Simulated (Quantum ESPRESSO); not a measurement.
# LaAsRuO: parallel and opposed starts, part 2 of 2

Wanted: the moments of LaAsRuO and the energy of each order that was tried.

Quantum ESPRESSO 7.5; LDA; plane waves with GBRV 1.5 LDA potentials, no spin-orbit coupling.

So far: The structure; Run 1, typed as ferro ++.

### Step 3. Run 2, typed as antiferro +−

Contents of pw.in:

```
&CONTROL
  calculation = 'scf'
  prefix = 'pwscf'
  outdir = './tmp'
  pseudo_dir = './pseudo'
  disk_io = 'nowf'
/
&SYSTEM
  ibrav = 0
  nat = 8
  ntyp = 5
  ecutwfc = 40
  ecutrho = 280
  nbnd = 50
  occupations = 'smearing'
  smearing = 'fd'
  degauss = 0.00734986
  nspin = 2
  starting_magnetization(1) = 0
  starting_magnetization(2) = 0
  starting_magnetization(3) = 0.0938
  starting_magnetization(4) = -0.0938
  starting_magnetization(5) = 0
/
&ELECTRONS
  conv_thr = 1.6d-08
  electron_maxstep = 150
  mixing_beta = 0.3
/
ATOMIC_SPECIES
La    138.9055 la_lda_v1.uspp.F.UPF
As     74.9216 as_lda_v1.uspp.F.UPF
Ru1   101.0700 ru_lda_v1.2.uspp.F.UPF
Ru2   101.0700 ru_lda_v1.2.uspp.F.UPF
O      15.9990 o_lda_v1.2.uspp.F.UPF
CELL_PARAMETERS angstrom
   4.1195000000    0.0000000000    0.0000000000
   0.0000000000    4.1195000000    0.0000000000
   0.0000000000    0.0000000000    8.4913000000
ATOMIC_POSITIONS crystal
La      0.0000000000    0.5000000000    0.7898370000
La      0.5000000000    0.0000000000    0.2101630000
As      0.0000000000    0.5000000000    0.4451850000
As      0.5000000000    0.0000000000    0.5548150000
Ru1     0.0000000000    0.0000000000    0.0000000000
Ru2     0.5000000000    0.5000000000    0.0000000000
O       0.0000000000    0.0000000000    0.5000000000
O       0.5000000000    0.5000000000    0.5000000000
K_POINTS automatic
6 6 6 0 0 0
```

Launch:

```console
> OMP_NUM_THREADS=1 mpirun -n 4 pw.x -nk 4 -in pw.in > pw.out
```

Log:

```text
[banner, memory and clock lines left out]
Program PWSCF v.7.5 starts

     Message from routine setup:
     using ibrav=0 with symmetry is DISCOURAGED, use correct ibrav instead

     bravais-lattice index     =            0
     lattice parameter (alat)  =       7.7847  a.u.
     unit-cell volume          =     972.4333 (a.u.)^3
     number of atoms/cell      =            8
     number of atomic types    =            5
     number of electrons       =        76.00
     number of Kohn-Sham states=           50
     kinetic-energy cutoff     =      40.0000  Ry
     charge density cutoff     =     280.0000  Ry
     scf convergence threshold =      1.6E-08
     mixing beta               =       0.3000
     number of iterations used =            8  plain     mixing
     Exchange-correlation= SLA  PZ   NOGX NOGC
                           (   1   1   0   0   0   0   0)

     celldm(1)=   7.784727  celldm(2)=   0.000000  celldm(3)=   0.000000
     celldm(4)=   0.000000  celldm(5)=   0.000000  celldm(6)=   0.000000

     crystal axes: (cart. coord. in units of alat)
               a(1) = (   1.000000   0.000000   0.000000 )
               a(2) = (   0.000000   1.000000   0.000000 )
               a(3) = (   0.000000   0.000000   2.061245 )

     reciprocal axes: (cart. coord. in units 2 pi/alat)
               b(1) = (  1.000000  0.000000  0.000000 )
               b(2) = (  0.000000  1.000000  0.000000 )
               b(3) = (  0.000000  0.000000  0.485144 )

     PseudoPot. # 1 for La read from file:
     la_lda_v1.uspp.F.UPF
     Pseudo is Ultrasoft + core correction, Zval = 11.0

     PseudoPot. # 2 for As read from file:
     as_lda_v1.uspp.F.UPF
     Pseudo is Ultrasoft + core correction, Zval =  5.0

     PseudoPot. # 3 for Ru read from file:
     ru_lda_v1.2.uspp.F.UPF
     Pseudo is Ultrasoft + core correction, Zval = 16.0

     PseudoPot. # 4 for Ru read from file:
     ru_lda_v1.2.uspp.F.UPF
     Pseudo is Ultrasoft + core correction, Zval = 16.0

     PseudoPot. # 5 for O  read from file:
     o_lda_v1.2.uspp.F.UPF
     Pseudo is Ultrasoft + core correction, Zval =  6.0

     atomic species   valence    mass     pseudopotential
     La               11.00   138.90550     La( 1.00)
     As                5.00    74.92160     As( 1.00)
     Ru1              16.00   101.07000     Ru( 1.00)
     Ru2              16.00   101.07000     Ru( 1.00)
     O                 6.00    15.99900     O ( 1.00)

     Starting magnetic structure
     atomic species   magnetization
     La              0.000
     As              0.000
     Ru1             0.094
     Ru2            -0.094
     O               0.000

      8 Sym. Ops. (no inversion) found

   Cartesian axes

     site n.     atom                  positions (alat units)
         1        La     tau(   1) = (   0.0000000   0.5000000   1.6280478  )
         2        La     tau(   2) = (   0.5000000   0.0000000   0.4331975  )
         3        As     tau(   3) = (   0.0000000   0.5000000   0.9176355  )
         4        As     tau(   4) = (   0.5000000   0.0000000   1.1436098  )
         5        Ru1    tau(   5) = (   0.0000000   0.0000000   0.0000000  )
         6        Ru2    tau(   6) = (   0.5000000   0.5000000   0.0000000  )
         7        O      tau(   7) = (   0.0000000   0.0000000   1.0306226  )
         8        O      tau(   8) = (   0.5000000   0.5000000   1.0306226  )

     number of k points=    40  Fermi-Dirac smearing, width (Ry)=  0.0073
                       cart. coord. in units 2pi/alat
        k(    1) = (   0.0000000   0.0000000   0.0000000), wk =   0.0046296
        k(    2) = (   0.0000000   0.0000000   0.0808573), wk =   0.0092593
        k(    3) = (   0.0000000   0.0000000   0.1617145), wk =   0.0092593
        k(    4) = (   0.0000000   0.0000000  -0.2425718), wk =   0.0046296
        k(    5) = (   0.0000000   0.1666667   0.0000000), wk =   0.0185185
        [... 35 further k-points ...]

     Dense  grid:    77005 G-vectors     FFT dimensions: (  45,  45,  90)

     Smooth grid:    33257 G-vectors     FFT dimensions: (  32,  32,  72)

     Generating pointlists ...
     new r_m :   0.2729 (alat units)  2.1244 (a.u.) for type    1
     new r_m :   0.2115 (alat units)  1.6461 (a.u.) for type    2
     new r_m :   0.2729 (alat units)  2.1244 (a.u.) for type    3
     new r_m :   0.2729 (alat units)  2.1244 (a.u.) for type    4
     new r_m :   0.2115 (alat units)  1.6461 (a.u.) for type    5

     Initial potential from superposition of free atoms

     starting charge      73.9423, renormalised to      76.0000

     negative rho (up, down):  1.550E-01 1.546E-01
     Starting wfcs are   82 randomized atomic wfcs

     Self-consistent Calculation

     iteration #  1     ecut=    40.00 Ry     beta= 0.30
     Davidson diagonalization with overlap
     ethr =  1.00E-02,  avg # of iterations =  2.0

     negative rho (up, down):  1.266E-01 1.263E-01

     total energy              =    -715.69407025 Ry
     estimated scf accuracy    <      51.20963795 Ry

     total magnetization       =    -0.00 Bohr mag/cell
     absolute magnetization    =     0.38 Bohr mag/cell

     iteration #  2     ecut=    40.00 Ry     beta= 0.30
     Davidson diagonalization with overlap
     ethr =  1.00E-02,  avg # of iterations =  7.7

     negative rho (up, down):  1.279E-01 1.277E-01

     total energy              =    -725.69238757 Ry
     estimated scf accuracy    <     262.64864590 Ry

     total magnetization       =     0.00 Bohr mag/cell
     absolute magnetization    =     0.05 Bohr mag/cell

     [... further iterations left out ...]

     iteration # 22     ecut=    40.00 Ry     beta= 0.30
     Davidson diagonalization with overlap
     ethr =  1.14E-09,  avg # of iterations =  3.5

     negative rho (up, down):  1.082E-01 1.082E-01

     total energy              =    -737.27818277 Ry
     estimated scf accuracy    <       0.00000009 Ry

     total magnetization       =     0.00 Bohr mag/cell
     absolute magnetization    =     0.00 Bohr mag/cell

     iteration # 23     ecut=    40.00 Ry     beta= 0.30
     Davidson diagonalization with overlap
     ethr =  1.18E-10,  avg # of iterations =  4.3

     negative rho (up, down):  1.082E-01 1.082E-01

     Magnetic moment per site  (integrated on atomic sphere of radius R)
     atom   1 (R=0.273)  charge=  7.5405  magn= -0.0000
     atom   2 (R=0.273)  charge=  7.5405  magn= -0.0000
     atom   3 (R=0.211)  charge=  1.8241  magn=  0.0000
     atom   4 (R=0.211)  charge=  1.8241  magn=  0.0000
     atom   5 (R=0.273)  charge= 14.2916  magn=  0.0001
     atom   6 (R=0.273)  charge= 14.2904  magn=  0.0000
     atom   7 (R=0.211)  charge=  5.6720  magn= -0.0000
     atom   8 (R=0.211)  charge=  5.6708  magn=  0.0000

     End of self-consistent calculation

     [... lines left out ...]
     the Fermi energy is    12.9531 ev

!    total energy              =    -737.27818280 Ry
     estimated scf accuracy    <          4.0E-09 Ry
     smearing contrib. (-TS)   =      -0.01290650 Ry
     internal energy E=F+TS    =    -737.26527629 Ry

     The total energy is F=E-TS. E is the sum of the following terms:
     one-electron contribution =    -263.06278324 Ry
     hartree contribution      =     173.57476218 Ry
     xc contribution           =    -226.63707613 Ry
     ewald contribution        =    -421.14017910 Ry

     total magnetization       =     0.00 Bohr mag/cell
     absolute magnetization    =     0.00 Bohr mag/cell

     convergence has been achieved in  23 iterations
```

It took 3.1 min on 4 MPI ranks of Intel Xeon Platinum 8488C (Sapphire Rapids), shared host; peak memory 1.5 GiB; 12 min of CPU time.

Spin moment in the atom's sphere by atom:

```csv
atom,spin moment in the atom's sphere (μB)
La1,0.0000
La2,0.0000
As3,0.0000
As4,0.0000
Ru5,0.0001
Ru6,0.0000
O7,0.0000
O8,0.0000
```

Numbers from this step:

```
smearing term TS       : 0.1756 eV
magnetization          : 0 μB
absolute magnetization : 0 μB
final state            : non-magnetic
```

Valence density in the ac plane at fractional y = 0.000, with atoms of La and As and Ru and O within 0.2 Å of it. It is the smooth field of the valence electrons, not physical close to the nuclei.

Ten steps, logarithmic in the rise over the least value, from '_' (-0.5 e/Å³) to '@' (8.2 e/Å³), each cell a mean:
```
@@@@##++============++##@@@@
%%##**++============++++##%%
**++++================++++**
++========================++
============================
============================
============================
==========++++++++==========
========++++++++++++========
**++++++++++++++++++++++++**
%%##**++++++**##==++++++##%%
@@%%**++++++++++++++++**%%@@
@@%%**++++++++++++++++++##@@
##**++====++++++++++==++**##
++++========++++++========++
==========++++++++++========
========++********++++======
======++**##****##**++======
======++****--__**##**++====
====++++**##++++**##**++====
++++++++****####****++++++++
##**++++++++****++++++++**##
@@@@##++++++++++++++++**%%@@
..@@%%**++==========++##@@%%
```
Columns run along a (4.1 Å), rows up along c (8.5 Å). Atoms in or near the plane, at fractional coordinates: La at (0.50, 0.21), As at (0.50, 0.55), Ru at (0.00, 0.00), O at (0.00, 0.50).

### Step 4. Ranking

An order is kept where moments of 0.15 μB or more survive with the typed signs; meshes match where a doubled cell samples the same k points as the first cell.

Orders:

```csv
start,final state,typed order kept,energy over the lowest (meV a seeded atom),largest site moment (μB),net moment (μB a cell of the first run),mesh matched,CPU time (s)
ferro ++,non-magnetic,no,0,0,0,yes,668.7
antiferro +-,non-magnetic,no,0.03034,0,0,yes,749
```

### Step 5. Summary of results

```yaml
lowest_state_found: non-magnetic (from ferro ++ and antiferro +-)
largest_site_moment: 0 μB
```

What this shows: The lowest state carries no moment, and no start kept one. Only these 2 starts were compared; other wavevectors, canted and longer-period orders were not. Energies are free energies at an electronic temperature of 1160 K, which lowers moments and differences where the moments are itinerant.

[Logs and program files are shortened in this print: banners, set-up blocks, solver, clock and traceback lines can be left out without a mark of their own.]

[Logs are printed without paths, hosts, clocks, repeated set-up lines and the standing remarks that a program may print on its own settings, such as how far it seeks lower states.]

[Hosts, paths, dates, database ids (printed as entryN), source tags and the programs' standing remarks are cut or masked in the printed files.]

[Where a cell is said to come from a database of computed structures, the database is the Materials Project.]
